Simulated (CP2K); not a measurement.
Consider isocyanooxirane at its PBE geometry (Å).

```xyz
8

C     2.5134    0.7182    0.1618
N     1.3345    0.6062    0.1461
C    -0.0671    0.5247    0.1119
C    -0.7298   -0.7404   -0.2554
O    -0.6927   -0.2769    1.1214
H    -0.5419    1.4874   -0.0900
H    -0.1045   -1.6116   -0.4628
H    -1.7121   -0.7075   -0.7330
```

Method: CP2K XAS_TDP, all-electron GAPW, PBEh(45%), aug-cc-pVDZ, TDA, GW2X-corrected core level, no relativity.

**Question.** Where do the O K-edge lines lie, and how strong are they?

Leading lines: O5 535.29 eV. The leading line of an atom is its first one with 35 % of the strongest within 2.5 eV of its lowest line over the strength cut. Core ionisation energies at this level: O5 539.22 eV.

The first six lines of each atom with a strength over 0.0015:

```csv
atom,energy (eV),states,"strength, one atom",above the computed threshold
O5 (bonded to 2 C),535.29,1,0.0379,
,535.62,1,0.0392,
,538.74,1,0.0058,
,539.30,1,0.0022,yes
,539.60,1,0.0071,yes
,539.71,1,0.0028,yes
```

Lines are vertical, at one geometry, with no vibrational structure. GW2X ionisation energies and lines can be off by 1 to 2 eV either way, and a good line position may hide errors that cancel. These values hold no scalar relativity, about 0.4 eV for O 1s. Rydberg lines, and the discretised continuum above threshold, depend on the basis and the box.

[Banner, clock and machine lines of the logs are left out without a mark of their own.]

[Logs are printed without paths, hosts, clocks, repeated set-up lines and the standing remarks that a program may print on its own settings, such as how far it seeks lower states.]

[Hosts, paths, dates, database ids (printed as entryN), source tags and the programs' standing remarks are cut or masked in the printed files.]
